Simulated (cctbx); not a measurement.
# Occupancies in Al2Ga4Mo

Cell a = 6.4280 Å, b = 6.4280 Å, c = 5.3000 Å, α = 90.00°, β = 90.00°, γ = 90.00°; space group I4/mmm (no. 139); nominal formula Al2Ga4Mo.

The data are simulated with cctbx, not measured: Cu Kα, λ = 1.54184 Å, to d = 0.83 Å, 50 % of the full sphere, strongest reflection 5000 counts, noise from counting, a 4 % proportional error and a noise floor of 4 counts (s.d.); no absorption.

With every site full:

```text
Rint 0.038, 75 unique reflections to 0.83 A
cycle     R1     wR2    GooF  max shift (A)
   1  0.1211  0.2855   9.225   0.00176
   2  0.0465  0.1121   3.620   0.00001
final R1 0.0465 wR2 0.1121 GooF 3.620  parameters 8  data/parameter 9.4
atom        x        y        z      Ueq    occ   su(xyz)  su(Uiso or U11)
Mo1    0.00000  0.00000  0.00000   0.0070  1.000  0.00000  0.0012
Ga1    0.80389  0.19611  0.50000   0.0102  1.000  0.00028  0.0012
Al2    0.50000  0.00000  0.25000  -0.0064  1.000  0.00000  0.0018  NPD
difference map: max 3.41 min -0.92 rms 0.50
Q1    0.0000  0.5000  0.2500    4    3.46  0.00 A from Al2
Q2    0.0000  0.0000  0.0000    2    1.71  0.00 A from Mo1
Q3    0.1035  0.1035  0.2941   16    0.58  1.38 A from Ga1
Q4    0.0000  0.3250  0.0000    8    0.47  1.74 A from Al2
Q5    0.1303  0.3888  0.0000   16    0.41  1.24 A from Ga1
Q6    0.0794  0.1877  0.5000   16    0.41  0.75 A from Ga1
```

With the occupancies of the suspect sites free, each still typed as its main element:

```text
Rint 0.038, 75 unique reflections to 0.83 A
cycle     R1     wR2    GooF  max shift (A)
   1  0.0894  0.2217   7.274   0.00088
   4  0.0137  0.0300   0.985   0.00000
final R1 0.0137 wR2 0.0300 GooF 0.985  parameters 10  data/parameter 7.5
atom        x        y        z      Ueq    occ   su(xyz)  su(Uiso or U11)
Mo1    0.00000  0.00000  0.00000   0.0094  1.000  0.00000  0.0004
Ga1    0.80379  0.19621  0.50000   0.0095  0.945  0.00008  0.0004
Al2    0.50000  0.00000  0.25000   0.0090  1.296  0.00000  0.0007
su of occupancy Ga1: 0.007
su of occupancy Al2: 0.013
difference map: max 0.65 min -0.58 rms 0.17
Q1    0.0984  0.0984  0.2977   16    0.66  1.39 A from Ga1
Q2    0.0000  0.3784  0.2878   16    0.62  0.81 A from Al2
Q3    0.0000  0.2128  0.2904   16    0.58  1.68 A from Ga1
Q4    0.0000  0.3073  0.0000    8    0.46  1.81 A from Al2
Q5    0.0000  0.5000  0.0000    4    0.44  1.32 A from Al2
Q6    0.0870  0.1864  0.5000   16    0.40  0.71 A from Ga1
```

**Question.** What is the disorder?

X-rays count electrons. Ga1 refines to 0.945(0.007), or 29.3 electrons; the site truly holds 0.9 Ga and 0.1 Al, 29.2 electrons, which is 0.942 of Ga; Al2 refines to 1.296(0.013), or 16.8 electrons; the site truly holds 0.8 Al and 0.2 Ga, 16.6 electrons, which is 1.277 of Al. A value under 1 can't tell vacancies from a lighter guest, and one over 1 needs a heavier guest; chemistry or a second radiation must settle which. Occupancy correlates with U and the scale, and the two elements' form factors differ in shape, so the match is approximate.

Freeing them takes R1 from 0.0465 to 0.0137 and GooF from 3.62 to 0.98.

The model was made for the exercise: a known structure type with other elements put in, its volume estimated, not relaxed; displacement parameters are assumed.

[Middle refinement cycles are left out of these outputs.]

[Logs are printed without paths, hosts, clocks, repeated set-up lines and the standing remarks that a program may print on its own settings, such as how far it seeks lower states.]
